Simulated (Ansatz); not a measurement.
# How Pt(110) screens a field, part 2 of 2

Wanted: the response of a Pt(110) slab to a perpendicular field.

Ansatz 0.2.0; plane-wave DFT, LDA, Ansatz PAW.

So far. Step 9 (Atoms held, field 0.4 V/Å): The dipole is 0.268 e·Å.

## (10) The response

This step: plane-wave DFT, LDA, Ansatz PAW; screening of a field by a metal slab (Ansatz 0.2.0).

The dipoles give the slope, and the difference of two potentials shows where the field is screened.

Numbers from this step:

- equivalent conductor thickness p/(ε₀AE): 11.14 Å
- distance between the outer atoms: 8.316 Å
- inner field over outer field: -0.005605
- image plane, upper face: 1.350 Å
- induced electrons on the upper face over ε₀E: -1.011
- image plane, lower face: 1.350 Å
- induced electrons on the lower face over ε₀E: 1.011

The dipole of the cell by applied field:

| applied field (V/Å) | dipole of the cell (e·Å) |
| --- | --- |
| -0.200 | -0.134 |
| -0.100 | -0.0669 |
| -0.050 | -0.0334 |
| 0.000 | 0 |
| 0.050 | 0.0334 |
| 0.100 | 0.0669 |
| 0.200 | 0.134 |
| 0.400 | 0.268 |

Local field over the applied field, running mean. From the potentials at -0.05 and 0.05 V/Å; running mean over 1.386 Å. Local field over applied field against z:

| z (Å) | local field over applied field |
| --- | --- |
| 5 | 0.997 |
| 6 | 0.971 |
| 7 | 0.805 |
| 8 | 0.307 |
| 9 | 0.00210 |
| 10 | 0.00469 |
| 11 | 0.00414 |
| 12 | 0.00298 |
| 13 | -0.00725 |
| 14 | 1.8e-4 |
| 15 | 0.00305 |
| 16 | 0.00654 |
| 17 | -0.00415 |
| 18 | 0.159 |
| 19 | 0.680 |
| 20 | 0.944 |
| 21 | 0.993 |
| 22 | 0.999 |

Electrons, planar mean, per unit field. Table of induced electron density by z:

z (Å), induced electron density (e/Å³ per V/Å) and a bar from the least value:
```
      4.5    0.00001 ###############
      5.0    0.00003 ###############
      5.5    0.00009 ###############
      6.0    0.00025 ################
      6.5    0.00067 #################
      7.0    0.00160 ####################
      7.5    0.00317 ##########################
      8.0    0.00425 ##############################
      8.5    0.00086 ##################
      9.0    0.00038 ################
      9.5   -0.00014 ##############
     10.0   -0.00015 ##############
     10.5    0.00011 ###############
     11.0    0.00008 ###############
     11.5   -0.00016 ##############
     12.0   -0.00002 ###############
     12.5    0.00017 ###############
     13.0    0.00004 ###############
     13.5   -0.00008 ##############
     14.0   -0.00012 ##############
     14.5   -0.00008 ##############
     15.0    0.00010 ###############
     15.5   -0.00012 ##############
     16.0   -0.00002 ###############
     16.5    0.00015 ###############
     17.0    0.00033 ################
     17.5   -0.00018 ##############
     18.0   -0.00262 #####
     18.5   -0.00411 
     19.0   -0.00253 ######
     19.5   -0.00118 ###########
     20.0   -0.00047 #############
     20.5   -0.00017 ##############
     21.0   -0.00006 ###############
     21.5   -0.00002 ###############
     22.0   -0.00001 ###############
```

By hand: between -0.05 and 0.05 V/Å the dipole changes by 0.06689 e·Å, a slope of 0.6689 e·Å²/V. A perfect conductor of thickness t has p = ε₀AEt, so t = 180.95 × 0.6689 / 10.866 = 11.14 Å (e/ε₀ = 180.95 V·Å, A in Å²). Less the 8.32 Å between the outer atoms, and halved, that puts each image plane 1.41 Å out.

The induced dipole is that of a conductor 11.14 Å thick.

## (11) A changed input: efield.ramp_width = 0.04

This step: plane-wave DFT, LDA, Ansatz PAW (Ansatz 0.2.0).

A run with a changed input: it repeats the earlier run at 0.05 V/Å with efield.ramp_width from 0.06 to 0.04.

Input file input.yaml:

```yaml
crystal:
  lattice:
    - [3.92, 0.0, 0.0]
    - [0.0, 2.7718585823, 0.0]
    - [0.0, 0.0, 26.3155757468]
  atoms:
    - { symbol: Pt, position: [0.0, 0.0, 0.3420027776] }
    - { symbol: Pt, position: [0.5, 0.5, 0.3946685184] }
    - { symbol: Pt, position: [0.0, 0.0, 0.4473342592] }
    - { symbol: Pt, position: [0.5, 0.5, 0.5] }
    - { symbol: Pt, position: [0.0, 0.0, 0.5526657408] }
    - { symbol: Pt, position: [0.5, 0.5, 0.6053314816] }
    - { symbol: Pt, position: [0.0, 0.0, 0.6579972224] }
kpoints:
  mp_grid: { grid: [14, 18, 1] }
hamiltonian:
  xc: lda
scf:
  occupations: { method: fermi_dirac, width: 0.1 }
  convergence: { dr2_threshold: 1.0e-10 }
efield:
  axis: 3
  dipole_correction: true
  ramp_position: 0.97
  ramp_width: 0.04
  amplitude: 0.05
output:
  forces: true
  write_potential: true
  write_density: true
  volumetric_format: npy
```

Command:

```sh
ansatz run input.yaml --threads 4 --pin off --max-ram 6144MiB --backend cpu --events-out ev --progress --plain --runs-dir out
```

Numbers of over 12 decimals in the logs are rounded to 6 here.

Log:

```text
[...]
Crystal: 7 atoms, lattice volume = 285.937 Å³
Basis set: ecut = 420 eV, 5587 PW (Γ)
Bands: 76, of which v1, the nominal top of the filled ones, is band 63 counted from 1 (62 counted from 0)
Symmetry: 4 space group operations
k-points: 80 of 252
[...]
SCF iter   1: F=—  HF=-85714.514218 eV  |F-HF|=—  |Δ(HF+E_count)|=         —  Δρ=6.03e-2  dr2=1.49e1  ethr=3.10e-3  p=0.032 e·Å  D=2.04e-2 V/Å  ΔV_dip=-0.54 eV  dr2_dipole=1.04e-3  V_vac-E_F(+/−)=5.27/4.57 eV  ⟨swp⟩=7.8  Hψ=25595  notcnv=0  defer=62
[...]
SCF iter  15: F=-85711.413745 eV  HF=-85711.413745 eV  |F-HF|=0.00e0  |Δ(HF+E_count)|=  1.02e-10  Δρ=8.13e-8  dr2=4.18e-11  ethr=1.00e-12  p=0.033 e·Å  D=2.12e-2 V/Å  ΔV_dip=-0.56 eV  dr2_dipole=8.78e-14  V_vac-E_F(+/−)=5.93/5.26 eV  ⟨swp⟩=7.7  Hψ=30976  notcnv=0
SCF 1 converged in 15 iterations: F = -85711.413745 eV  dr2 = 4.18e-11
[...]
SCF converged after 15 iterations
Free energy (F): -85711.413745 eV
[...]
Internal energy: -85710.985558 eV  (E = F + TS)
E sigma→0 (E₀):  -85711.199652 eV
Entropy (-TS):   -0.428188 eV (-61.170 meV/atom)
Fermi energy:    4.920080 eV
Dipole field:    D = 0.021164 V/Å  (p = 0.033444 e·Å, saw-weighted, corrected)
Work function:   not extracted (applied field tilts the vacuum); planar V_es + V_field profile in the machine report
[...]
--- Forces (eV/Å), atoms counted from 1 ---
  atom   1  Pt     0.00000000     0.00000000     1.35778665
  atom   2  Pt     0.00000000     0.00000000    -0.95782517
  atom   3  Pt     0.00000000     0.00000000    -0.01767067
  atom   4  Pt     0.00000000     0.00000000    -0.00103546
  atom   5  Pt     0.00000000     0.00000000     0.02361861
  atom   6  Pt     0.00000000     0.00000000     0.95742550
  atom   7  Pt     0.00000000     0.00000000    -1.36229928
  max |Σ_I F_I| component: 1.80e-7 eV/Å
--- Band table (eV; the first three rows and the last of 80) ---
  k-point 0: bands = [... 59 lower, 4.1907, 4.4503, 4.4541, 4.8048, 4.8768, 5.0913, 5.1075, 5.3695, ... 9 higher]
  k-point 1: bands = [... 59 lower, 4.1505, 4.4603, 4.5530, 4.6454, 4.7914, 5.1338, 5.1730, 5.2351, ... 9 higher]
  k-point 2: bands = [... 59 lower, 4.0082, 4.5090, 4.5245, 4.5618, 4.5815, 5.0028, 5.2385, 5.3551, ... 9 higher]
  k-point 79: bands = [... 59 lower, 4.9708, 5.0545, 5.2172, 5.2186, 5.7847, 6.0302, 8.1835, 8.4630, ... 9 higher]
```

Run time: 39 s. Hardware: 4 threads of Intel Xeon 6975P-C (Granite Rapids), shared host; peak memory 1.5 GiB.

This step gave:

```yaml
energy_at_zero_smearing: -85711.1997 eV
dipole_along_the_normal: 0.03344 e·Å
```

Force by atom:

| atom | x (eV/Å) | y (eV/Å) | z (eV/Å) | size |
| --- | --- | --- | --- | --- |
| Pt1 | 0.00 | 0.00 | 1.36 | 1.36 |
| Pt2 | 0.00 | 0.00 | -0.96 | 0.96 |
| Pt3 | 0.00 | 0.00 | -0.02 | 0.02 |
| Pt4 | 0.00 | 0.00 | 0.00 | 0.00 |
| Pt5 | 0.00 | 0.00 | 0.02 | 0.02 |
| Pt6 | 0.00 | 0.00 | 0.96 | 0.96 |
| Pt7 | 0.00 | 0.00 | -1.36 | 1.36 |

| quantity | this run | earlier run | difference |
| --- | --- | --- | --- |
| dipole along the normal (e·Å) | 0.03344 | 0.03344 | 3.0e-8 |

The dipole moves by under 0.5 % or 5e-5 e·Å.

## (12) A changed input

Another changed input: it repeats the earlier run at 0.05 V/Å with efield.ramp_width from 0.06 to 0.04 and efield.dipole_correction from true to false.

input.yaml, as its differences from that of step 11:

```diff
@@ -22,3 +22,3 @@
   axis: 3
-  dipole_correction: true
+  dipole_correction: false
   ramp_position: 0.97
```

Log:

```text
[...]
Crystal: 7 atoms, lattice volume = 285.937 Å³
Basis set: ecut = 420 eV, 5587 PW (Γ)
Bands: 76, of which v1, the nominal top of the filled ones, is band 63 counted from 1 (62 counted from 0)
Symmetry: 4 space group operations
k-points: 80 of 252
[...]
SCF iter   1: F=—  HF=-85711.650743 eV  |F-HF|=—  |Δ(HF+E_count)|=         —  Δρ=1.86e-2  dr2=1.71e1  ethr=1.77e-3  p=0.000 e·Å  V_vac-E_F(+/−)=5.79/4.58 eV  ⟨swp⟩=7.9  Hψ=26449  notcnv=0  defer=111
[...]
SCF iter  14: F=-85711.414359 eV  HF=-85711.414359 eV  |F-HF|=5.24e-10  |Δ(HF+E_count)|=  4.37e-11  Δρ=1.02e-7  dr2=7.99e-11  ethr=1.00e-12  p=0.058 e·Å  V_vac-E_F(+/−)=6.16/5.03 eV  ⟨swp⟩=17.3  Hψ=40792  notcnv=0
SCF 1 converged in 14 iterations: F = -85711.414359 eV  dr2 = 7.99e-11
[...]
SCF converged after 14 iterations
Free energy (F): -85711.414359 eV
[...]
Internal energy: -85710.986171 eV  (E = F + TS)
E sigma→0 (E₀):  -85711.200265 eV
Entropy (-TS):   -0.428188 eV (-61.170 meV/atom)
Fermi energy:    4.925401 eV
Dipole field:    D = 0.036699 V/Å  (p = 0.057991 e·Å, saw-weighted)
Work function:   not extracted (applied field tilts the vacuum); planar V_es + V_field profile in the machine report
[...]
--- Forces (eV/Å), atoms counted from 1 ---
  atom   1  Pt     0.00000000     0.00000000     1.35597918
  atom   2  Pt     0.00000000     0.00000000    -0.95796060
  atom   3  Pt     0.00000000     0.00000000    -0.01550710
  atom   4  Pt     0.00000000     0.00000000    -0.00179605
  atom   5  Pt     0.00000000     0.00000000     0.02582028
  atom   6  Pt     0.00000000     0.00000000     0.95726895
  atom   7  Pt     0.00000000     0.00000000    -1.36380449
  max |Σ_I F_I| component: 1.74e-7 eV/Å
--- Band table (eV; the first three rows and the last of 80) ---
  k-point 0: bands = [... 59 lower, 4.1960, 4.4556, 4.4594, 4.8101, 4.8821, 5.0966, 5.1128, 5.3748, ... 9 higher]
  k-point 1: bands = [... 59 lower, 4.1558, 4.4656, 4.5583, 4.6507, 4.7967, 5.1391, 5.1783, 5.2404, ... 9 higher]
  k-point 2: bands = [... 59 lower, 4.0135, 4.5143, 4.5298, 4.5671, 4.5869, 5.0081, 5.2438, 5.3605, ... 9 higher]
  k-point 79: bands = [... 59 lower, 4.9761, 5.0598, 5.2225, 5.2239, 5.7900, 6.0355, 8.1888, 8.4683, ... 9 higher]
```

Wall time 33 s (4 threads); peak memory 1.5 GiB; 2.1 min of CPU time.

| quantity | this run | earlier run | difference |
| --- | --- | --- | --- |
| dipole along the normal (e·Å) | 0.05799 | 0.03344 | 0.025 |

With the dipole correction off, the periodic images add a field of their own to the typed one.

It moves by +0.0245 e·Å.

These numbers are not those of the isolated slab.

## (13) Outcome

| Property | Result |
| --- | --- |
| work function | 5.63 eV |
| image plane, upper face | 1.35 Å |
| induced electrons on the upper face over ε₀E | -1.01 |
| equivalent conductor thickness p/(ε₀AE) | 11.1 Å |
| inner field over outer field | -0.00560 |

The induced charge has its centre 1.35 Å outside the outermost atoms; this is the plane from which a capacitor's gap or an image potential counts. The equivalent conductor thickness exceeds the distance between the outer atoms by 2.82 Å, about the sum of the two image-plane distances. In the middle of the slab the field is screened to under 2 % of its outer value. The atoms are held at bulk positions with the tabulated experimental lattice constant.

[Logs are printed without paths, hosts, clocks, repeated set-up lines and the standing remarks that a program may print on its own settings, such as how far it seeks lower states.]

[Hosts, paths, dates, database ids (printed as entryN), source tags and the programs' standing remarks are cut or masked in the printed files.]

[Maps of the electrostatic potential energy from Ansatz leave out the sawtooth potential of an applied field or a dipole correction, so their vacuum need not be flat; planar profiles and work functions include it.]
